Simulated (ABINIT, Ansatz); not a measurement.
# Lattice dynamics of Ho (P6_3/mmc) in two programs, part 3 of 4

How does Ho (P6_3/mmc) vibrate, and is this structure a minimum?

ABINIT 10.8.3; DFT PBE, scalar-relativistic, plane waves, PseudoDojo norm-conserving, 4f in core pseudopotentials.

So far. Step 4 (Ground state): The cell stands at -0.53 GPa: the relaxation ran with a smoothed and higher cutoff, and the difference is a stress of the finite basis. Step 5 (Zone-centre response): The acoustic modes at Γ come out as far as 1.6 cm⁻¹ from zero, where they should vanish, a small numerical error. The relaxed cell has a = 3.583, c = 5.601 Å (conventional setting).

### Step 7. Interpolated phonon bands

anaddb transforms the dynamical matrices to force constants and back along the path; points of the mesh come back as solved, but for the sum rule and, in polar crystals, the LO-TO term at Γ; the rest is interpolation.

The input, anaddb.abi:

```
ddb_filepath "all_DDB"
output_file "anaddb.abo"
outdata_prefix "anaddb"
ifcflag 1
ngqpt 3 3 2
nqshft 1
q1shft 0.0 0.0 0.0
asr 1
chneut 0
dipdip 0
dipquad 0
quadquad 0
enunit 0
eivec 0
nph1l 93
qph1l 
    0.0 0.0 0.0 1.0
    0.05 0.0 0.0 1.0
    0.1 0.0 0.0 1.0
    0.15 0.0 0.0 1.0
    0.2 0.0 0.0 1.0
    0.25 0.0 0.0 1.0
    0.3 0.0 0.0 1.0
    0.35 0.0 0.0 1.0
    0.4 0.0 0.0 1.0
    0.45 0.0 0.0 1.0
    0.5 0.0 0.0 1.0
    0.48333333 0.03333333 0.0 1.0
    0.46666667 0.06666667 0.0 1.0
    0.45 0.1 0.0 1.0
    0.43333333 0.13333333 0.0 1.0
    0.41666667 0.16666667 0.0 1.0
    0.4 0.2 0.0 1.0
    0.38333333 0.23333333 0.0 1.0
    0.36666667 0.26666667 0.0 1.0
    0.35 0.3 0.0 1.0
    0.33333333 0.33333333 0.0 1.0
    0.3 0.3 0.0 1.0
    0.26666667 0.26666667 0.0 1.0
    0.23333333 0.23333333 0.0 1.0
    0.2 0.2 0.0 1.0
    0.16666667 0.16666667 0.0 1.0
    0.13333333 0.13333333 0.0 1.0
    0.1 0.1 0.0 1.0
    0.06666667 0.06666667 0.0 1.0
    0.03333333 0.03333333 0.0 1.0
    0.0 0.0 0.0 1.0
    0.0 0.0 0.05 1.0
    0.0 0.0 0.1 1.0
    0.0 0.0 0.15 1.0
    0.0 0.0 0.2 1.0
    0.0 0.0 0.25 1.0
    0.0 0.0 0.3 1.0
    0.0 0.0 0.35 1.0
    0.0 0.0 0.4 1.0
    0.0 0.0 0.45 1.0
    0.0 0.0 0.5 1.0
    0.05 0.0 0.5 1.0
    0.1 0.0 0.5 1.0
    0.15 0.0 0.5 1.0
    0.2 0.0 0.5 1.0
    0.25 0.0 0.5 1.0
    0.3 0.0 0.5 1.0
    0.35 0.0 0.5 1.0
    0.4 0.0 0.5 1.0
    0.45 0.0 0.5 1.0
    0.5 0.0 0.5 1.0
    0.48333333 0.03333333 0.5 1.0
    0.46666667 0.06666667 0.5 1.0
    0.45 0.1 0.5 1.0
    0.43333333 0.13333333 0.5 1.0
    0.41666667 0.16666667 0.5 1.0
    0.4 0.2 0.5 1.0
    0.38333333 0.23333333 0.5 1.0
    0.36666667 0.26666667 0.5 1.0
    0.35 0.3 0.5 1.0
    0.33333333 0.33333333 0.5 1.0
    0.3 0.3 0.5 1.0
    0.26666667 0.26666667 0.5 1.0
    0.23333333 0.23333333 0.5 1.0
    0.2 0.2 0.5 1.0
    0.16666667 0.16666667 0.5 1.0
    0.13333333 0.13333333 0.5 1.0
    0.1 0.1 0.5 1.0
    0.06666667 0.06666667 0.5 1.0
    0.03333333 0.03333333 0.5 1.0
    0.0 0.0 0.5 1.0
    0.5 0.0 0.5 1.0
    0.5 0.0 0.45 1.0
    0.5 0.0 0.4 1.0
    0.5 0.0 0.35 1.0
    0.5 0.0 0.3 1.0
    0.5 0.0 0.25 1.0
    0.5 0.0 0.2 1.0
    0.5 0.0 0.15 1.0
    0.5 0.0 0.1 1.0
    0.5 0.0 0.05 1.0
    0.5 0.0 0.0 1.0
    0.33333333 0.33333333 0.5 1.0
    0.33333333 0.33333333 0.45 1.0
    0.33333333 0.33333333 0.4 1.0
    0.33333333 0.33333333 0.35 1.0
    0.33333333 0.33333333 0.3 1.0
    0.33333333 0.33333333 0.25 1.0
    0.33333333 0.33333333 0.2 1.0
    0.33333333 0.33333333 0.15 1.0
    0.33333333 0.33333333 0.1 1.0
    0.33333333 0.33333333 0.05 1.0
    0.33333333 0.33333333 0.0 1.0
```

The input, mrgddb.in:

```
all_DDB
merged
6
dfpt_gammao_DDB
dfpt_qo_DS1_DDB
dfpt_qo_DS2_DDB
dfpt_qo_DS3_DDB
dfpt_qo_DS4_DDB
dfpt_qo_DS5_DDB
```

Command:

```sh
$ mrgddb < mrgddb.in > mrgddb.log
$ OMP_NUM_THREADS=1 anaddb anaddb.abi > anaddb.log
```

anaddb.abo, the main output file:

```text
[banners, grids, parts of the stress and lines that vanish by symmetry left out]
-outvars_anaddb: echo values of input variables ----------------------

 Flags :
[...]
Phonon wavevector (reduced coordinates) :  0.00000  0.00000  0.00000
 Phonon energies in Hartree :
[...]
Phonon frequencies in cm-1    :
-  0.000000E+00  0.000000E+00  0.000000E+00  6.592136E+01  6.592136E+01
-  1.106771E+02
[...]
Phonon wavevector (reduced coordinates) :  0.05000  0.00000  0.00000
 Phonon energies in Hartree :
[...]
Phonon frequencies in cm-1    :
-  9.908915E+00  1.049042E+01  1.572610E+01  6.685152E+01  6.714358E+01
-  1.107400E+02
[...]
Phonon wavevector (reduced coordinates) :  0.10000  0.00000  0.00000
 Phonon energies in Hartree :
[...]
Phonon frequencies in cm-1    :
-  1.951339E+01  2.046868E+01  3.098975E+01  6.946313E+01  7.051274E+01
-  1.108641E+02
[...]
Phonon wavevector (reduced coordinates) :  0.15000  0.00000  0.00000
 Phonon energies in Hartree :
[...]
Phonon frequencies in cm-1    :
-  2.854411E+01  2.948452E+01  4.535419E+01  7.329582E+01  7.530117E+01
-  1.108801E+02
[...]
Phonon wavevector (reduced coordinates) :  0.20000  0.00000  0.00000
 Phonon energies in Hartree :
[...]
Phonon frequencies in cm-1    :
-  3.679430E+01  3.720527E+01  5.843087E+01  7.777037E+01  8.067623E+01
-  1.105801E+02
[...]
Phonon wavevector (reduced coordinates) :  0.25000  0.00000  0.00000
 Phonon energies in Hartree :
[...]
Phonon frequencies in cm-1    :
-  4.345288E+01  4.413069E+01  6.989539E+01  8.233005E+01  8.593662E+01
-  1.097977E+02
  Phonon wavevector (reduced coordinates) :  0.30000  0.00000  0.00000
 Phonon energies in Hartree :
[...]
Phonon frequencies in cm-1    :
-  4.820912E+01  5.047869E+01  7.949390E+01  8.651951E+01  9.059948E+01
-  1.084820E+02
  Phonon wavevector (reduced coordinates) :  0.35000  0.00000  0.00000
 Phonon energies in Hartree :
[...]
Phonon frequencies in cm-1    :
-  5.158689E+01  5.577513E+01  8.703791E+01  9.001258E+01  9.439480E+01
-  1.067508E+02
  Phonon wavevector (reduced coordinates) :  0.40000  0.00000  0.00000
 Phonon energies in Hartree :
[...]
Phonon frequencies in cm-1    :
-  5.377757E+01  5.989413E+01  9.239335E+01  9.260599E+01  9.721731E+01
-  1.049176E+02
  Phonon wavevector (reduced coordinates) :  0.45000  0.00000  0.00000
 Phonon energies in Hartree :
[...]
Phonon frequencies in cm-1    :
-  5.498672E+01  6.258697E+01  9.419211E+01  9.550799E+01  9.902363E+01
-  1.034674E+02
  Phonon wavevector (reduced coordinates) :  0.50000  0.00000  0.00000
 Phonon energies in Hartree :
[...]
Phonon frequencies in cm-1    :
-  5.537039E+01  6.353717E+01  9.472481E+01  9.650333E+01  9.966913E+01
-  1.029072E+02
  Phonon wavevector (reduced coordinates) :  0.48333  0.03333  0.00000
 Phonon energies in Hartree :
[...]
Phonon frequencies in cm-1    :
-  5.589781E+01  6.375478E+01  9.386546E+01  9.718430E+01  9.957599E+01
-  1.026545E+02
  Phonon wavevector (reduced coordinates) :  0.46667  0.06667  0.00000
 Phonon energies in Hartree :
[...]
Phonon frequencies in cm-1    :
-  5.742180E+01  6.440513E+01  9.234107E+01  9.818728E+01  9.930093E+01
-  1.019033E+02
  Phonon wavevector (reduced coordinates) :  0.45000  0.10000  0.00000
 Phonon energies in Hartree :
[...]
Phonon frequencies in cm-1    :
-  5.978306E+01  6.548040E+01  9.062473E+01  9.885709E+01  9.907899E+01
-  1.006745E+02
[...]
Phonon wavevector (reduced coordinates) :  0.10000  0.00000  0.50000
 Phonon energies in Hartree :
[...]
Phonon frequencies in cm-1    :
-  5.143084E+01  5.143084E+01  5.331273E+01  5.331273E+01  8.261048E+01
-  8.261048E+01
  Phonon wavevector (reduced coordinates) :  0.15000  0.00000  0.50000
 Phonon energies in Hartree :
[...]
Phonon frequencies in cm-1    :
-  5.544973E+01  5.544973E+01  5.824947E+01  5.824947E+01  8.407932E+01
-  8.407932E+01
  Phonon wavevector (reduced coordinates) :  0.20000  0.00000  0.50000
 Phonon energies in Hartree :
[...]
Phonon frequencies in cm-1    :
-  5.987433E+01  5.987433E+01  6.218756E+01  6.218756E+01  8.708359E+01
-  8.708359E+01
  Phonon wavevector (reduced coordinates) :  0.25000  0.00000  0.50000
 Phonon energies in Hartree :
[...]
Phonon frequencies in cm-1    :
-  6.411068E+01  6.411068E+01  6.438869E+01  6.438869E+01  9.155584E+01
-  9.155584E+01
  Phonon wavevector (reduced coordinates) :  0.30000  0.00000  0.50000
 Phonon energies in Hartree :
[...]
Phonon frequencies in cm-1    :
-  6.528620E+01  6.528620E+01  6.777139E+01  6.777139E+01  9.656314E+01
-  9.656314E+01
  Phonon wavevector (reduced coordinates) :  0.35000  0.00000  0.50000
 Phonon energies in Hartree :
[...]
Phonon frequencies in cm-1    :
-  6.554219E+01  6.554219E+01  7.065445E+01  7.065445E+01  1.011397E+02
-  1.011397E+02
[...]
Phonon wavevector (reduced coordinates) :  0.33333  0.33333  0.05000
 Phonon energies in Hartree :
[...]
Phonon frequencies in cm-1    :
-  7.707576E+01  7.707576E+01  8.495992E+01  8.495992E+01  9.459171E+01
-  1.015922E+02
  Phonon wavevector (reduced coordinates) :  0.33333  0.33333  0.00000
 Phonon energies in Hartree :
[...]
Phonon frequencies in cm-1    :
-  7.964877E+01  7.964877E+01  8.262261E+01  8.262261E+01  9.459737E+01
-  1.016817E+02
-
```

Run time: 0.59 s. Hardware: 1 thread of Arm Neoverse N1, shared host.

Read from the output:

```yaml
lowest_frequency_on_the_path: 0 cm⁻¹
```

Anaddb. Phonon branches along the path, in cm⁻¹:

| point | branch 1 | branch 2 | branch 3 | branch 4 | branch 5 | branch 6 |
| --- | --- | --- | --- | --- | --- | --- |
| Γ | 0 | 0 | 0 | 66 | 66 | 111 |
| halfway | 44 | 44 | 70 | 82 | 86 | 110 |
| M | 55 | 64 | 95 | 96 | 100 | 103 |
| halfway | 66 | 69 | 87 | 97 | 98 | 100 |
| K | 80 | 80 | 83 | 83 | 95 | 102 |
| halfway | 50 | 57 | 68 | 88 | 89 | 108 |
| Γ | 0 | 0 | 0 | 66 | 66 | 111 |
| halfway | 26 | 26 | 46 | 61 | 61 | 104 |
| A | 48 | 48 | 48 | 48 | 82 | 82 |
| halfway | 64 | 64 | 64 | 64 | 92 | 92 |
| L | 66 | 66 | 74 | 74 | 108 | 108 |
| halfway | 56 | 56 | 86 | 86 | 105 | 105 |
| H | 51 | 51 | 96 | 96 | 101 | 101 |
| halfway | 59 | 59 | 74 | 74 | 94 | 94 |
| A | 48 | 48 | 48 | 48 | 82 | 82 |
| jump to L | 66 | 66 | 74 | 74 | 108 | 108 |
| halfway | 60 | 61 | 84 | 89 | 103 | 107 |
| M | 55 | 64 | 95 | 96 | 100 | 103 |
| jump to H | 51 | 51 | 96 | 96 | 101 | 101 |
| halfway | 62 | 62 | 95 | 96 | 96 | 100 |
| K | 80 | 80 | 83 | 83 | 95 | 102 |

The phonon branches as a text plot (rows in cm⁻¹):

```
    109 |******          *******          **             **
    104 |      ***   *          *        *  *** *        ****
     99 |      ****** ***               *      * **        ******
     95 |     **** ******        *     *      ***  *       ******
     90 |    ***  * * *  *            *      *      *     **   *
     85 |    **    *      *       *  *      *    *   *   **     *
     81 |   **      ***   *        **             *   ***
     76 |  **       * ***  *      *       **       *     *      *
     72 | **       *   **   *           **
     67 |*        *      *   ***       ****         *    *     *
     62 |       ***     * *     **    *    *         *   ****
     58 |   * ** *       *       *   *      *     ****     *  *
     53 |     ***                 * **       ** **    *     **
     49 |    *           ***       *           *       **
     44 |  *              *     * *
     39 |   *
     35 |   *              **    *
     30 | **
     25 |                   *   *
     21 | *                 *  *
     16 |*                   *
     12 |*                   * *
      7 |
      2 |                     *
         Γ      M    K        Γ   A       L    H       A|L M|H  K
```

All branches are real along the path.

### Step 8. Density of states

Sums over the zone need many more wavevectors than were solved, so the interpolation is sampled on a dense mesh.

The input, anaddb.abi:

```
ddb_filepath "all_DDB"
output_file "anaddb.abo"
outdata_prefix "anaddb"
ifcflag 1
ngqpt 3 3 2
nqshft 1
q1shft 0.0 0.0 0.0
asr 1
chneut 0
dipdip 0
dipquad 0
quadquad 0
prtdos 2
ng2qpt 15 15 8
dosdeltae 4.5563e-06
ntemper 11
temperinc 100.0
tempermin 0.0
```

Command:

```sh
$ OMP_NUM_THREADS=1 anaddb anaddb.abi > anaddb.log
```

anaddb.abo, the main output file:

```text
-outvars_anaddb: echo values of input variables ----------------------

 Flags :
     ifcflag         1
 Miscellaneous information :
         asr         1
      chneut         0
 Interatomic Force Constants Inputs :
      dipdip         0
     dipquad         0
    quadquad         0
      ifcana         0
      ifcout         0
 Description of grid 1 :
        brav         1
       ngqpt         3         3         2
      nqshft         1
      q1shft
                     0.00000000E+00  0.00000000E+00  0.00000000E+00
 Phonon DOS information :
   dosdeltae  4.55630000E-06
    dossmear  4.55633525E-06
 Description of grid 2 (Fourier interp. or BZ sampling):
      ng2qpt        15        15         8
      ngrids         4
      q2shft         0.00000000E+00  0.00000000E+00  0.00000000E+00

================================================================================

 read the DDB information and perform some checks

  ==== Info on the Cryst% object ====
 Real(R)+Recip(G) space primitive vectors, cartesian coordinates (Bohr,Bohr^-1):
 R(1)=  6.7706830  0.0000000  0.0000000  G(1)=  0.1476956  0.0852721  0.0000000
 R(2)= -3.3853415  5.8635835  0.0000000  G(2)=  0.0000000  0.1705442  0.0000000
 R(3)=  0.0000000  0.0000000 10.5841811  G(3)=  0.0000000  0.0000000  0.0944806
 Unit cell volume ucvol=  4.2019691E+02 bohr^3
 Angles (23,13,12)=  9.00000000E+01  9.00000000E+01  1.20000000E+02 degrees
 Time-reversal symmetry is present
 Reduced atomic positions [iatom, xred, symbol]:
    1)    0.3333333  0.6666667  0.2500000  Ho
    2)    0.6666667  0.3333333  0.7500000  Ho

 DDB file with 6 blocks has been read.

================================================================================

 Calculation of the interatomic forces

       Homogeneous q point set in the B.Z.
 Grid q points  :       18
  1)   0.00000000E+00  0.00000000E+00  0.00000000E+00
  2)   3.33333333E-01  0.00000000E+00  0.00000000E+00
  3)  -3.33333333E-01  0.00000000E+00  0.00000000E+00
  4)   0.00000000E+00  3.33333333E-01  0.00000000E+00
  5)   3.33333333E-01  3.33333333E-01  0.00000000E+00
  6)  -3.33333333E-01  3.33333333E-01  0.00000000E+00
  7)   0.00000000E+00 -3.33333333E-01  0.00000000E+00
  8)   3.33333333E-01 -3.33333333E-01  0.00000000E+00
  9)  -3.33333333E-01 -3.33333333E-01  0.00000000E+00
 10)   0.00000000E+00  0.00000000E+00  5.00000000E-01
 11)   3.33333333E-01  0.00000000E+00  5.00000000E-01
 12)  -3.33333333E-01  0.00000000E+00  5.00000000E-01
 13)   0.00000000E+00  3.33333333E-01  5.00000000E-01
 14)   3.33333333E-01  3.33333333E-01  5.00000000E-01
 15)  -3.33333333E-01  3.33333333E-01  5.00000000E-01
 16)   0.00000000E+00 -3.33333333E-01  5.00000000E-01
 17)   3.33333333E-01 -3.33333333E-01  5.00000000E-01
 18)  -3.33333333E-01 -3.33333333E-01  5.00000000E-01

 The interatomic forces have been obtained

================================================================================

 Calculation of phonon density of states

 Average speed of sound partial sums:     0.9450651977E-03 (at units)
-                                   =           2.0675 [km/s]

 Debye frequency from partial sums:     0.4918067396E-03 (Ha)
-                                 =     0.3235932897E+01 (THz)
-Debye temperature from partial sums:     0.1553002854E+03 (K)

 Average speed of sound:     0.9965909102E-03 (at units)
-                      =           2.1802 [km/s]

 Debye frequency from DOS:     0.5186204375E-03 (Ha)
-                        =     0.3412358553E+01 (THz)
-Debye temperature from DOS:     0.1637673815E+03 (K)

-
```

Wall time 0.64 s (1 thread).

This step gave:

```yaml
share_of_modes_beyond_3i_cm_minus1_on_the_dense_interpolated_mesh: 0
zero_point_energy_per_atom: 14.46 meV
heat_capacity_at_300_k: 24.64 J/(mol atoms K)
vibrational_entropy_at_300_k: 50.69 J/(mol atoms K)
```

The phonon density of states has structure finer than the step of the table below, so its rows give means over 5 cm⁻¹, whole bins alone (the curve runs from -30 to 141 cm⁻¹). Peaks (cm⁻¹: height): 56.0: 0.117, 82.0: 0.106, 99.0: 0.114, 101.0: 0.167, 104.0: 0.159.

Tetrahedra. Table of phonon density of states by wavenumber; means over each step:

wavenumber (cm⁻¹), phonon density of states (1/cm⁻¹/cell) and a bar:
```
        0      0.000 
        5      0.000 
       10      0.000 
       15      0.001 
       20      0.003 #
       25      0.005 #
       30      0.008 ##
       35      0.011 ###
       40      0.017 ####
       45      0.027 ######
       50      0.057 #############
       55      0.111 #########################
       60      0.092 #####################
       65      0.086 ####################
       70      0.069 ################
       75      0.079 ##################
       80      0.094 #####################
       85      0.091 #####################
       90      0.091 #####################
       95      0.095 ######################
      100      0.117 ###########################
      105      0.131 ##############################
      110      0.021 #####
      115      0.000
```

Harmonic thermodynamic functions per atom, summed over the density of states scaled to three modes an atom; melting is ignored. Thermodynamic functions:

| T (K) | F_vib (meV/atom) | S (J/mol-atom/K) | C_V (J/mol-atom/K) |
| --- | --- | --- | --- |
| 0 | 14.46 | 0 | 0 |
| 50 | 12.64 | 10.64 | 16.64 |
| 100 | 3.3 | 24.47 | 22.38 |
| 200 | -31.37 | 40.77 | 24.26 |
| 300 | -79.09 | 50.69 | 24.64 |
| 400 | -135.5 | 57.8 | 24.77 |
| 500 | -198.4 | 63.33 | 24.83 |
| 600 | -266.4 | 67.86 | 24.87 |
| 700 | -338.8 | 71.7 | 24.89 |
| 800 | -414.9 | 75.02 | 24.9 |
| 900 | -494.2 | 77.95 | 24.91 |
| 1000 | -576.3 | 80.58 | 24.92 |

At 300 K the heat capacity has reached 99 % of the Dulong-Petit value.

[end of part 3 of 4]

[Host names and launcher messages were left out of these logs when they were recorded.]

[Logs are printed without paths, hosts, clocks, repeated set-up lines and the standing remarks that a program may print on its own settings, such as how far it seeks lower states.]

[Hosts, paths, dates, database ids (printed as entryN), source tags and the programs' standing remarks are cut or masked in the printed files.]
